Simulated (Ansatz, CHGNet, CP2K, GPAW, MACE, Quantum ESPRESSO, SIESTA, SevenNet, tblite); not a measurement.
**Other levels on H-capped Ge nanowire along [001] with a Si core (65 atoms)**

The cell holds 65 atoms: 28 Ge, 9 Si and 28 H. Cell: a = 26.501 Å, b = 26.501 Å, c = 5.658 Å, α = 90.0°, β = 90.0°, γ = 90.0°. It derives from Ge (diamond-structure). Round section of size parameter 6.53 Å cut from diamond-structure Ge (a = 5.658 Å) along [001], 1 period, broken bonds capped with H, 12 Å of vacuum, Si core of radius 3.59 Å. Then every atom was moved at random, 0.02 Å r.m.s. a Cartesian component (hydrogen 0.6 of that). Regions: wire, 37 atoms (28 Ge and 9 Si); hydrogen, 28 atoms (28 H). Vacuum lies along a and b. The structure repeats along c.

Geometry: as built.

The reference, a calculation:

- method: Kohn-Sham DFT, PBE, SSSP efficiency 1.3.0 pseudopotentials, plane waves (Quantum ESPRESSO 7.5); sssp-pbe-1.3.0-efficiency, cutoffs 45/360 Ry, Γ point
- r.m.s. force component: 0.5576 eV/Å
- longest force: 2.14 eV/Å
- gap (highest filled to lowest empty level): 2.054 eV
- time: 7.8 min on 4 MPI ranks of Arm Neoverse V1, shared host
- CPU time: 31 min

Q: Estimate the differences from the reference, the CPU time and the memory of each run.
- CHGNet r2SCAN potential (CHGNet r2SCAN; 1 thread)
- CP2K PBE, DZVP-UZH, 450/70 Ry, diagonalisation (CP2K 2026.2; 2 threads)
- CP2K PBE, SZV-MOLOPT-SR, 450/50 Ry, diagonalisation (CP2K 2026.2; 1 thread)
- GPAW PBE, LCAO dzp, h 0.2 Å (GPAW 26.7.0; 1 thread)
- CP2K r2SCAN, SCAN potentials, DZVP-UZH(SCAN), 600/50 Ry, diagonalisation (CP2K 2026.2; 2 threads)
- GPAW PBE, LCAO dzp, h 0.15 Å (GPAW 26.7.0; 1 thread)
- SevenNet 0 potential (SevenNet 0; 1 thread)
- QE PBE+D3(BJ), sssp-1.3.0-efficiency, 45/360 Ry (Quantum ESPRESSO 7.5; 4 MPI ranks)
- SIESTA BLYP, PBE potentials, DZP, shift 0.01 Ry, mesh 300 Ry (SIESTA 5.4.2; 1 thread)
- GPAW PBE, LCAO sz(dzp), h 0.2 Å (GPAW 26.7.0; 1 thread)

Differences are against the plane-wave reference, forces as r.m.s. over components; share is that over the reference's r.m.s. force, slope the least-squares factor from reference forces to these. Total energies of different programs have different zeros and aren't compared.

```tsv
run	Δ force, r.m.s. (meV/Å)	share (%)	slope	Δ gap (eV)	cores	CPU time	memory (GiB)
reference	-	-	-	-	4	31 min	8.2
CHGNet r2SCAN potential	257	46.1	0.652	-	1	4.3 s	0.58
CP2K PBE, DZVP-UZH, 450/70 Ry, diagonalisation	23.6	4.23	0.984	0.0702	2	3.9 min	7.6
CP2K PBE, SZV-MOLOPT-SR, 450/50 Ry, diagonalisation (coarse)	412	73.9	0.851	1.41	1	2.5 min	7.3
GPAW PBE, LCAO dzp, h 0.2 Å	178	31.9	1.196	0.104	1	2.1 min	1.7
CP2K r2SCAN, SCAN potentials, DZVP-UZH(SCAN), 600/50 Ry, diagonalisation	226	40.5	0.841	0.358	2	7.1 min	12
GPAW PBE, LCAO dzp, h 0.15 Å	178	31.9	1.199	0.104	1	3 min	3.7
SevenNet 0 potential	246	44.1	0.781	-	1	8.8 s	0.7
QE PBE+D3(BJ), sssp-1.3.0-efficiency, 45/360 Ry	27.5	4.93	1.004	0	4	31 min	8.2
SIESTA BLYP, PBE potentials, DZP, shift 0.01 Ry, mesh 300 Ry	141	25.3	0.969	0.212	1	2.6 min	1.3
GPAW PBE, LCAO sz(dzp), h 0.2 Å (coarse)	808	145	1.819	0.336	1	50 s	1.5
```

Rows marked coarse were listed beforehand as settings not expected to be converged; some can still land near the reference.

Times of the machine-learned potentials are mostly Python's start and the loading of weights.

CPU time is summed over cores on a shared host, where runs went side by side, so it is rough. Symmetry, cutoffs, thresholds, outputs and thread counts weren't matched or tuned between programs; memory under MPI is the largest rank's times the ranks.

The PBE runs in local orbitals, coarse settings apart, differ by 4.2 % (CP2K PBE, DZVP-UZH, 450/70 Ry, diagonalisation) to 32 % (GPAW PBE, LCAO dzp, h 0.15 Å); basis, grid and potentials can all enter. Machine-learned potentials differ by 44 % (SevenNet 0 potential) to 46 % (CHGNet r2SCAN potential); they were trained on other programs' data, some at another functional. Among those trained on PBE data the slope goes as low as 0.78, with a correlation of 0.90, so directions differ as well as sizes. In the reference's own program, potentials and cutoffs, a change of model alone moves forces by 4.9 % (QE PBE+D3(BJ), sssp-1.3.0-efficiency, 45/360 Ry). Other rows with another functional or a dispersion term differ by 25 % (SIESTA BLYP, PBE potentials, DZP, shift 0.01 Ry, mesh 300 Ry) to 40 % (CP2K r2SCAN, SCAN potentials, DZVP-UZH(SCAN), 600/50 Ry, diagonalisation), which mixes the change of model with differences of basis and potentials, some of them made for another functional. Machine-learned potentials mimic data converged in k, so the reference's own k-point error enters their differences. The electronic-structure runs sample only Γ, in a cell whose periodic width is 6 Å.

[Logs are printed without paths, hosts, clocks, repeated set-up lines and the standing remarks that a program may print on its own settings, such as how far it seeks lower states.]

[Hosts, paths, dates, database ids (printed as entryN), source tags and the programs' standing remarks are cut or masked in the printed files.]
